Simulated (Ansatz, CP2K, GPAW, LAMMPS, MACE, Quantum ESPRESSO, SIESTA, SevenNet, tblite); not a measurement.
**Other levels on amorphous Cd8Zn24Te9S23 (64 atoms)**

Density of this cell: 4.60 g/cm³. The cell holds 64 atoms: 8 Cd, 24 Zn, 9 Te and 23 S. Its edges and angles: a = 11.623 Å, b = 11.623 Å, c = 11.623 Å, α = 90.0°, β = 90.0°, γ = 90.0°. 64 atoms (8 Cd, 24 Zn, 9 Te, 23 S) placed at random at 4.61 g/cm³, melted at 2500 K for 10 ps at fixed volume with the Stillinger-Weber II-VI potential (Zhou et al., Phys. Rev. B 88, 085309 (2013)). Quenched from 2500 K to 300 K at 100 K/ps and fixed volume, held 5 ps.

Geometry: as built.

The reference, a calculation:

- method: Kohn-Sham DFT, PBE, SSSP efficiency 1.3.0 pseudopotentials, plane waves (Quantum ESPRESSO 7.5); sssp-pbe-1.3.0-efficiency, cutoffs 45/360 Ry, Γ point
- r.m.s. force component: 0.4537 eV/Å
- longest force: 1.653 eV/Å
- pressure: -1.234 GPa
- time: 5.2 min on 4 MPI ranks of Arm Neoverse V2, shared host
- CPU time: 21 min

Q: Estimate the differences from the reference, the CPU time and the memory of each run.
- CP2K GFN1-xTB, diagonalisation (CP2K 2026.2; 1 thread)
- SIESTA PBE, DZ, shift 0.01 Ry, mesh 500 Ry (SIESTA 5.4.2; 1 thread)
- GPAW PBE, LCAO szp(dzp), h 0.2 Å (GPAW 26.7.0; 1 thread)
- MACE MP-0b2 small potential (MACE MP-0b2 small; 1 thread)
- CP2K PBE, DZVP-UZH, 800/50 Ry, diagonalisation (CP2K 2026.2; 4 MPI ranks)
- CP2K PBE, DZVP-UZH, 280/50 Ry, diagonalisation (CP2K 2026.2; 4 MPI ranks)
- CP2K PBE, SZV-MOLOPT-SR, 800/50 Ry, diagonalisation (CP2K 2026.2; 2 threads)
- QE PBE+D3(BJ), sssp-1.3.0-efficiency, 45/360 Ry (Quantum ESPRESSO 7.5; 4 MPI ranks)
- SIESTA PBE, SZ, shift 0.01 Ry, mesh 500 Ry (SIESTA 5.4.2; 1 thread)
- SIESTA PBEsol, DZP, shift 0.01 Ry, mesh 500 Ry (SIESTA 5.4.2; 2 MPI ranks)

Differences are against the plane-wave reference, forces as r.m.s. over components; share is that over the reference's r.m.s. force, slope the least-squares factor from reference forces to these. Total energies of different programs have different zeros and aren't compared.

```
                                                         run  Δ force, r.m.s. (meV/Å)  share (%)  slope  Δ pressure (GPa)  cores  CPU time  memory (GiB)
                                                   reference                        -          -      -                 -      4    21 min           3.6
                              CP2K GFN1-xTB, diagonalisation                      438       96.6  1.148             -8.64      1      14 s          0.22
         SIESTA PBE, DZ, shift 0.01 Ry, mesh 500 Ry (coarse)                      296       65.1  1.174             0.440      1   2.9 min           1.0
                   GPAW PBE, LCAO szp(dzp), h 0.2 Å (coarse)                     69.7       15.4  1.032                 -      1   2.6 min           1.7
                                 MACE MP-0b2 small potential                      202       44.5  0.681             0.433      1       6 s          0.66
              CP2K PBE, DZVP-UZH, 800/50 Ry, diagonalisation                     32.5       7.17  1.016             0.763      4   8.5 min           9.2
     CP2K PBE, DZVP-UZH, 280/50 Ry, diagonalisation (coarse)                     1483        327  1.200              1.85      4   6.5 min           4.0
CP2K PBE, SZV-MOLOPT-SR, 800/50 Ry, diagonalisation (coarse)                      291       64.1  1.356             0.416      2   3.8 min           6.4
             QE PBE+D3(BJ), sssp-1.3.0-efficiency, 45/360 Ry                     8.74       1.93  1.001             -2.14      4    21 min           3.6
         SIESTA PBE, SZ, shift 0.01 Ry, mesh 500 Ry (coarse)                      878        194  2.030              1.65      1   2.4 min          0.91
              SIESTA PBEsol, DZP, shift 0.01 Ry, mesh 500 Ry                      111       24.5  1.017             -4.99      2   5.4 min           1.8
```

Rows marked coarse were listed beforehand as settings not expected to be converged; some can still land near the reference.

Times of the machine-learned potentials are mostly Python's start and the loading of weights.

CPU time is summed over cores on a shared host, where runs went side by side, so it is rough. Symmetry, cutoffs, thresholds, outputs and thread counts weren't matched or tuned between programs; memory under MPI is the largest rank's times the ranks.

The PBE run in local orbitals, coarse settings apart, differs by 7.2 % (CP2K PBE, DZVP-UZH, 800/50 Ry, diagonalisation); basis, grid and potentials can all enter. Tight binding differs by 97 % (CP2K GFN1-xTB, diagonalisation); it is another model, with fitted parameters of its own, and the xTB methods hold dispersion. Machine-learned potentials differ by 45 % (MACE MP-0b2 small potential); they were trained on other programs' data. Among those trained on PBE data the slope goes as low as 0.68. In the reference's own program, potentials and cutoffs, a change of model alone moves forces by 1.9 % (QE PBE+D3(BJ), sssp-1.3.0-efficiency, 45/360 Ry). Periodic xTB results under one method name differ between programs and library versions. Machine-learned potentials mimic data converged in k, so the reference's own k-point error enters their differences. The network of bonds at the start is that of the classical potential that made the cell, and needn't be the one that DFT or experiment would give. The electronic-structure runs sample only Γ, in a cell whose shortest periodic width is 12 Å, which is coarse for a cell with partly filled levels.

[Logs are printed without paths, hosts, clocks, repeated set-up lines and the standing remarks that a program may print on its own settings, such as how far it seeks lower states.]

[Hosts, paths, dates, database ids (printed as entryN), source tags and the programs' standing remarks are cut or masked in the printed files.]
